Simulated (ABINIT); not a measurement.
# SrLiBr3 (Pm-3m): from the cell to the phonon bands, part 2 of 4

Wanted: phonon bands, density of states and zone-centre response of SrLiBr3 (Pm-3m).

ABINIT 10.8.3; DFT LDA, scalar-relativistic, plane waves, PseudoDojo norm-conserving pseudopotentials.

So far. Step 5 (Relaxing the cell and atoms): The volume changes by +0.0 % in this run and stands +67.6 % from the first cell. The relaxed cell has a = 4.937 Å (conventional setting).

The structure was built from a prototype and need not be the compound's stable phase.

### 8. Zone-centre response

The derivative of the wavefunctions by k comes first, since the response to a field is built on it; then the field and the displacements that symmetry doesn't supply are solved at q = 0.

It reads the wavefunctions written in step 6.

dfpt_gamma.abi

```
ndtset 2

# common to the responses
getwfk_filepath "gso_WFK"
kptopt 2
nqpt 1
qpt 0.0 0.0 0.0
asr 0
chneut 0

# d/dk
rfelfd1 2
rfdir1 1 1 1
iscf1 -3
tolwfr1 1.0d-20

# displacements, field
rfphon2 1
rfatpol2 1 5
rfdir2 1 1 1
rfelfd2 3
getddk2 1
tolvrs2 1.0d-10
prtwf2 0

# basis, mesh and filling
ecut 33.0
ngkpt 4 4 4
nshiftk 1
shiftk 0.0 0.0 0.0
istwfk *1
occopt 1
nband 17
nstep 100
diemac 9.0
prtebands 0
prtgsr 0
useylm 1

# cell and atoms
acell 3*1.0 Angstrom
rprim 
    4.937182229 0.0 0.0
    0.0 4.937182229 0.0
    0.0 0.0 4.937182229
ntypat 3
znucl 38 3 35
natom 5
typat 1 2 3 3 3
xred 
    0.0 0.0 0.0
    0.5 0.5 0.5
    0.0 0.5 0.5
    0.5 0.5 0.0
    0.5 0.0 0.5
pp_dirpath "./pseudo"
pseudos "Sr.upf, Li.upf, Br.upf"
```

Run with:

```console
OMP_NUM_THREADS=1 mpirun -n 4 abinit dfpt_gamma.abi > dfpt_gamma.log
```

Numbers of over 12 decimals in the logs are rounded to 6 here.

dfpt_gamma.abo, the main output file:

```text
[banners, grids, parts of the stress and lines that vanish by symmetry left out]
- input  file    -> dfpt_gamma.abi
- output file    -> dfpt_gamma.abo
- root for input  files -> dfpt_gammai
[...]
DATASET    1 : space group Pm -3 m (#221); Bravais cP (primitive cubic)
[...]
nfft =      125000          nkpt =          36
[...]
DATASET    2 : space group Pm -3 m (#221); Bravais cP (primitive cubic)
[...]
nfft =      125000          nkpt =          36
[...]
== DATASET  1 ==================================================================
[...]
cutoff_energies: {ecut:  33.0, pawecutdg:  -1.0, }
[...]
- 35.00000   7.00000  180309                  znucl, zion, pspdat
[...]
Perturbation : derivative vs k along direction   1
[...]
-ETOT  1  -16.032204084022     -1.603E+01 6.043E-02 0.000E+00
 ETOT  2  -16.063490613501     -3.129E-02 1.526E-03 0.000E+00
 ETOT  3  -16.063740736598     -2.501E-04 4.562E-05 0.000E+00
 ETOT  4  -16.063744061841     -3.325E-06 5.537E-07 0.000E+00
 ETOT  5  -16.063744117420     -5.558E-08 2.323E-08 0.000E+00
[...]
At SCF step   14   max residual=  1.00E-20 < tolwfr=  1.00E-20 =>converged.
[...]
Perturbation : derivative vs k along direction   2
[...]
-ETOT  1  -16.032012136209     -1.603E+01 6.043E-02 0.000E+00
[...]
At SCF step   14   max residual=  1.00E-20 < tolwfr=  1.00E-20 =>converged.
[...]
Perturbation : derivative vs k along direction   3
[...]
-ETOT  1  -16.032204006839     -1.603E+01 6.043E-02 0.000E+00
[...]
At SCF step   14   max residual=  1.00E-20 < tolwfr=  1.00E-20 =>converged.
[...]
1        1       1.1317224545    0.0000000000
     1        2       0.0000000000    0.0000000000
     1        3       0.0000000000    0.0000000000
     2        1       0.0000000000    0.0000000000
     2        2       1.1317224545    0.0000000000
     2        3       0.0000000000    0.0000000000
     3        1       0.0000000000    0.0000000000
     3        2       0.0000000000    0.0000000000
     3        3       1.1317224545    0.0000000000
[...]
== DATASET  2 ==================================================================
[...]
cutoff_energies: {ecut:  33.0, pawecutdg:  -1.0, }
[...]
Perturbation : displacement of atom   1   along direction   1
[...]
-ETOT  1   1.468840     -2.187E+03 1.293E+01 1.239E+03
[...]
At SCF step   10       vres2   =  2.33E-11 < tolvrs=  1.00E-10 =>converged.
[...]
Perturbation : displacement of atom   2   along direction   1
[...]
-ETOT  1   3.958142     -2.968E+03 3.259E+01 4.513E+03
[...]
At SCF step   10       vres2   =  6.72E-12 < tolvrs=  1.00E-10 =>converged.
[...]
Perturbation : displacement of atom   3   along direction   1
[...]
-ETOT  1   6.505125     -7.778E+02 4.876E+00 1.413E+03
[...]
At SCF step    9       vres2   =  9.03E-11 < tolvrs=  1.00E-10 =>converged.
[...]
Perturbation : displacement of atom   3   along direction   2
[...]
-ETOT  1   1.478039     -7.700E+02 4.892E+00 2.218E+03
[...]
At SCF step   10       vres2   =  1.69E-11 < tolvrs=  1.00E-10 =>converged.
[...]
Perturbation : homogeneous electric field along direction   1
[...]
-ETOT  1  -81.263576857277     -8.126E+01 2.308E+00 4.057E+04
[...]
ETOT  9  -93.698221468645     -4.673E-10 4.288E-12 3.236E-08
 ETOT 10  -93.698221468653     -8.157E-12 4.079E-13 4.274E-11
 At SCF step   10       vres2   =  4.27E-11 < tolvrs=  1.00E-10 =>converged.
[...]
Dielectric tensor, in cartesian coordinates,
[...]
1    7   1    7         4.1967115481        -0.0000000000
   1    7   2    7        -0.0000000000        -0.0000000000
   1    7   3    7        -0.0000000000        -0.0000000000
   2    7   1    7        -0.0000000000        -0.0000000000
   2    7   2    7         4.1967115481        -0.0000000000
   2    7   3    7        -0.0000000000        -0.0000000000
   3    7   1    7        -0.0000000000        -0.0000000000
   3    7   2    7        -0.0000000000        -0.0000000000
   3    7   3    7         4.1967115481        -0.0000000000
  Effective charges, in cartesian coordinates,
[...]
1    1   1    7         2.9507896068         0.0000000000
   2    1   1    7         0.0000000000         0.0000000000
   3    1   1    7         0.0000000000         0.0000000000
   1    2   1    7         1.1307189573         0.0000000000
   2    2   1    7         0.0000000000         0.0000000000
[...]
Effective charges, in cartesian coordinates,
[...]
2    7   1    5         0.0000000000         0.0000000000
   3    7   1    5         0.0000000000         0.0000000000
   1    7   2    5         0.0000000000         0.0000000000
   2    7   2    5        -1.2218640574         0.0000000000
   3    7   2    5         0.0000000000         0.0000000000
   1    7   3    5         0.0000000000         0.0000000000
   2    7   3    5         0.0000000000         0.0000000000
   3    7   3    5        -1.4410544420         0.0000000000
  Phonon wavevector (reduced coordinates) :  0.00000  0.00000  0.00000
 Phonon energies in Hartree :
[...]
Phonon frequencies in cm-1    :
- -5.839855E+01 -5.839855E+01 -5.839855E+01  2.219212E-01  2.219217E-01
-  2.219232E-01  2.973130E+01  2.973130E+01  2.973130E+01  1.210244E+02
-  1.210244E+02  1.210244E+02  3.466247E+02  3.466247E+02  3.466247E+02
  Phonon at Gamma, with non-analyticity in the
[...]
Phonon energies in Hartree :
[...]
Phonon frequencies in cm-1    :
- -5.839855E+01 -5.839855E+01 -3.033725E-02  2.219212E-01  2.219217E-01
-  2.973130E+01  2.973130E+01  2.973130E+01  8.405237E+01  1.210244E+02
-  1.210244E+02  1.332521E+02  3.466247E+02  3.466247E+02  3.756011E+02
  Phonon at Gamma, with non-analyticity in the
[...]
Phonon energies in Hartree :
[...]
Phonon frequencies in cm-1    :
- -5.839855E+01 -5.839855E+01 -3.034809E-02  2.219212E-01  2.219232E-01
-  2.973130E+01  2.973130E+01  2.973130E+01  8.405237E+01  1.210244E+02
-  1.210244E+02  1.332521E+02  3.466247E+02  3.466247E+02  3.756011E+02
  Phonon at Gamma, with non-analyticity in the
[...]
Phonon energies in Hartree :
[...]
Phonon frequencies in cm-1    :
- -5.839855E+01 -5.839855E+01 -3.035175E-02  2.219217E-01  2.219232E-01
-  2.973130E+01  2.973130E+01  2.973130E+01  8.405237E+01  1.210244E+02
-  1.210244E+02  1.332521E+02  3.466247E+02  3.466247E+02  3.756011E+02
[...]
fcart2     0.0000000000E+00  0.0000000000E+00  0.0000000000E+00
           strten2     0.0000000000E+00  0.0000000000E+00  0.0000000000E+00
================================================================================
```

Run time: 3.8 min. Hardware: 4 MPI ranks of Arm Neoverse V2, shared host; 15 min of CPU time.

Numbers from this step:

| Quantity | Value |
| --- | --- |
| miss of the charge sum rule | 0.02246 e |
| largest acoustic frequency at the zone centre before the sum rule | 0.22 cm⁻¹ |
| highest optical zone-centre mode (no LO-TO term) | 346.6 cm⁻¹ |
| lowest optical zone-centre mode | -58.4 cm⁻¹ |
| mean high-frequency dielectric constant | 4.197 |
| largest Born charge in size (third of the trace) | 2.951 e |

Born charge (rows field, columns displacement), before the sum rule (e), principal values of the symmetric part by kind of site:

```csv
atom,atoms with these values,low,middle,high,mean
Sr1,1,2.95,2.95,2.95,2.95
Li2,1,1.13,1.13,1.13,1.13
Br3,3,-1.44,-1.44,-1.22,-1.37
```

In full for Br3:

```
-1.22  0.00  0.00
 0.00 -1.44  0.00
 0.00  0.00 -1.44
```

High-frequency dielectric tensor:

```
4.20 0.00 0.00
0.00 4.20 0.00
0.00 0.00 4.20
```

The acoustic modes at Γ come out as far as 0.2 cm⁻¹ from zero, where they should vanish, a small numerical error; the Born charges miss their sum rule by 0.022 e, which is fair. The lowest optical mode is imaginary, 58i cm⁻¹, an instability at this level and on this k mesh.

### 9. Zone-centre analysis

anaddb reads the merged derivatives, imposes the acoustic sum rule and charge neutrality, and adds the LO-TO term along chosen directions.

anaddb.abi

```
ddb_filepath "gamma_DDB"
output_file "anaddb.abo"
outdata_prefix "anaddb"
asr 1
chneut 1
enunit 2
eivec 1
nph1l 1
qph1l 0.0 0.0 0.0 1.0
dieflag 2
nph2l 3
qph2l 
    1.0 0.0 0.0 0.0
    0.0 0.0 1.0 0.0
    1.0 1.0 1.0 0.0
```

mrgddb.in

```
gamma_DDB
merged
2
dfpt_gammao_DS2_DDB
gso_DDB
```

Run with:

```console
mrgddb < mrgddb.in > mrgddb.log
OMP_NUM_THREADS=1 anaddb anaddb.abi > anaddb.log
```

anaddb.abo, the main output file:

```text
[banners, grids, parts of the stress and lines that vanish by symmetry left out]
-outvars_anaddb: echo values of input variables ----------------------

 Flags :
[...]
Dielectric Tensor and Effective Charges
[...]
Effective charge tensors after
[...]
Phonon wavevector (reduced coordinates) :  0.00000  0.00000  0.00000
 Phonon energies in Hartree :
[...]
Phonon energies in meV     :
- -7.240516E+00 -7.240516E+00 -7.240516E+00  0.000000E+00  0.000000E+00
-  0.000000E+00  3.686086E+00  3.686086E+00  3.686086E+00  1.500508E+01
-  1.500508E+01  1.500508E+01  4.297599E+01  4.297599E+01  4.297599E+01
 Phonon frequencies in cm-1    :
- -5.839870E+01 -5.839870E+01 -5.839870E+01  0.000000E+00  0.000000E+00
-  0.000000E+00  2.973029E+01  2.973029E+01  2.973029E+01  1.210241E+02
-  1.210241E+02  1.210241E+02  3.466248E+02  3.466248E+02  3.466248E+02
 Phonon frequencies in Thz     :
- -1.750749E+00 -1.750749E+00 -1.750749E+00  0.000000E+00  0.000000E+00
-  0.000000E+00  8.912917E-01  8.912917E-01  8.912917E-01  3.628213E+00
-  3.628213E+00  3.628213E+00  1.039155E+01  1.039155E+01  1.039155E+01
 Phonon energies in Kelvin  :
- -8.402270E+01 -8.402270E+01 -8.402270E+01  0.000000E+00  0.000000E+00
-  0.000000E+00  4.277525E+01  4.277525E+01  4.277525E+01  1.741267E+02
-  1.741267E+02  1.741267E+02  4.987157E+02  4.987157E+02  4.987157E+02
[...]
-  1  0.00000000E+00  0.00000000E+00 -2.14129966E-03
-     0.00000000E+00  0.00000000E+00  0.00000000E+00
-  2  0.00000000E+00  0.00000000E+00  4.61299607E-04
-     0.00000000E+00  0.00000000E+00  0.00000000E+00
-  3  0.00000000E+00  0.00000000E+00  8.54427979E-04
-     0.00000000E+00  0.00000000E+00  0.00000000E+00
-  4  0.00000000E+00  0.00000000E+00  5.99143937E-04
-     0.00000000E+00  0.00000000E+00  0.00000000E+00
-  5  0.00000000E+00  0.00000000E+00  8.54427979E-04
-     0.00000000E+00  0.00000000E+00  0.00000000E+00
[...]
-  1  0.00000000E+00  2.14129966E-03  0.00000000E+00
-     0.00000000E+00  0.00000000E+00  0.00000000E+00
-  2  0.00000000E+00 -4.61299607E-04  0.00000000E+00
-     0.00000000E+00  0.00000000E+00  0.00000000E+00
-  3  0.00000000E+00 -8.54427979E-04  0.00000000E+00
-     0.00000000E+00  0.00000000E+00  0.00000000E+00
-  4  0.00000000E+00 -8.54427979E-04  0.00000000E+00
-     0.00000000E+00  0.00000000E+00  0.00000000E+00
-  5  0.00000000E+00 -5.99143937E-04  0.00000000E+00
-     0.00000000E+00  0.00000000E+00  0.00000000E+00
[...]
-  1  2.14129966E-03  0.00000000E+00  0.00000000E+00
-     0.00000000E+00  0.00000000E+00  0.00000000E+00
-  2 -4.61299607E-04  0.00000000E+00  0.00000000E+00
-     0.00000000E+00  0.00000000E+00  0.00000000E+00
-  3 -5.99143937E-04  0.00000000E+00  0.00000000E+00
-     0.00000000E+00  0.00000000E+00  0.00000000E+00
-  4 -8.54427979E-04  0.00000000E+00  0.00000000E+00
-     0.00000000E+00  0.00000000E+00  0.00000000E+00
[...]
Phonon at Gamma, with non-analyticity in the
[...]
Phonon energies in Hartree :
[...]
Phonon energies in meV     :
- -7.240516E+00 -7.240516E+00  0.000000E+00  0.000000E+00  0.000000E+00
-  3.686086E+00  3.686086E+00  3.686086E+00  1.040486E+01  1.500508E+01
[...]
Phonon frequencies in cm-1    :
[...]
Phonon frequencies in Thz     :
[...]
Phonon energies in Kelvin  :
[...]
-  4.277525E+01  4.277525E+01  4.277525E+01  1.207434E+02  1.741267E+02
-  1.741267E+02  1.917775E+02  4.987157E+02  4.987157E+02  5.406720E+02
[...]
-  5  0.00000000E+00  0.00000000E+00  1.28106041E-03
-     0.00000000E+00  0.00000000E+00  0.00000000E+00
[...]
-  1  0.00000000E+00  1.28105767E-03  0.00000000E+00
-     0.00000000E+00  0.00000000E+00  0.00000000E+00
-  2  0.00000000E+00  1.28105945E-03  0.00000000E+00
-     0.00000000E+00  0.00000000E+00  0.00000000E+00
-  3  0.00000000E+00  1.28106041E-03  0.00000000E+00
-     0.00000000E+00  0.00000000E+00  0.00000000E+00
-  4  0.00000000E+00  1.28106041E-03  0.00000000E+00
-     0.00000000E+00  0.00000000E+00  0.00000000E+00
-  5  0.00000000E+00  1.28105967E-03  0.00000000E+00
-     0.00000000E+00  0.00000000E+00  0.00000000E+00
[...]
Phonon at Gamma, with non-analyticity in the
[...]
Phonon energies in Hartree :
[...]
Phonon energies in meV     :
- -7.240516E+00 -7.240516E+00  0.000000E+00  0.000000E+00  0.000000E+00
-  3.686086E+00  3.686086E+00  3.686086E+00  1.040486E+01  1.500508E+01
-  1.500508E+01  1.652611E+01  4.297599E+01  4.297599E+01  4.659150E+01
 Phonon frequencies in cm-1    :
- -5.839870E+01 -5.839870E+01  0.000000E+00  0.000000E+00  0.000000E+00
[...]
Phonon frequencies in Thz     :
[...]
Phonon energies in Kelvin  :
[...]
Phonon at Gamma, with non-analyticity in the
[...]
Phonon energies in Hartree :
[...]
Phonon energies in meV     :
[...]
Phonon frequencies in cm-1    :
[...]
Phonon frequencies in Thz     :
[...]
Phonon energies in Kelvin  :
[...]
-  4.277525E+01  4.277525E+01  4.277525E+01  1.207434E+02  1.741267E+02
-  1.741267E+02  1.917775E+02  4.987157E+02  4.987157E+02  5.406720E+02
[...]
-  4 -6.89142384E-05  4.35700478E-05 -2.60308200E-04
-     0.00000000E+00  0.00000000E+00  0.00000000E+00
-  5 -6.89142384E-05 -4.47504554E-04  2.53441906E-05
-     0.00000000E+00  0.00000000E+00  0.00000000E+00
[...]
;  5 -4.18740440E-05 -4.89445272E-04 -4.18740440E-05
;     0.00000000E+00  0.00000000E+00  0.00000000E+00
-
```

Wall time 0.51 s (1 thread).

Read from the output:

```yaml
highest_mode_moved_by_the_lo_to_term: 375.8 cm⁻¹
```

No LO-TO term; unit eigenvectors of the mass-weighted matrix, from anaddb's displacements. The modes at Γ (shares of kinetic energy by element, %) (negative means imaginary):

```csv
mode,frequency (cm⁻¹),symmetry,Sr %,Li %,Br %
1,-58.4,T1u,73,0,26
2,-58.4,T1u,73,0,26
3,-58.4,T1u,73,0,26
4,0.0,acoustic,26,2,72
5,0.0,acoustic,26,2,72
6,0.0,acoustic,26,2,72
7,29.7,T2u,0,0,100
8,29.7,T2u,0,0,100
9,29.7,T2u,0,0,100
10,121.0,T1u,1,9,90
11,121.0,T1u,1,9,90
12,121.0,T1u,1,9,90
13,346.6,T1u,0,89,11
14,346.6,T1u,0,89,11
15,346.6,T1u,0,89,11
```

Displacements in mode 2 (-58.4 cm⁻¹), the largest set to 1:
```
Sr1  0.00  1.00  0.00
Li2  0.00 -0.22  0.00
Br3  0.00 -0.40  0.00
Br4  0.00 -0.40  0.00
Br5  0.00 -0.28  0.00
```

Displacements in mode 11 (121.0 cm⁻¹), the largest set to 1:
```
Sr1  0.00  0.07  0.00
Li2  0.00 -1.00  0.00
Br3  0.00  0.38  0.00
Br4  0.00  0.38  0.00
Br5  0.00 -0.76  0.00
```

With imaginary modes the relaxed-ion tensors have no meaning and are not tabulated.

The rule moves no optical mode by more than 0.1 cm⁻¹.

[end of part 2 of 4]

[Host names and launcher messages were left out of these logs when they were recorded.]

[Logs are printed without paths, hosts, clocks, repeated set-up lines and the standing remarks that a program may print on its own settings, such as how far it seeks lower states.]

[Hosts, paths, dates, database ids (printed as entryN), source tags and the programs' standing remarks are cut or masked in the printed files.]
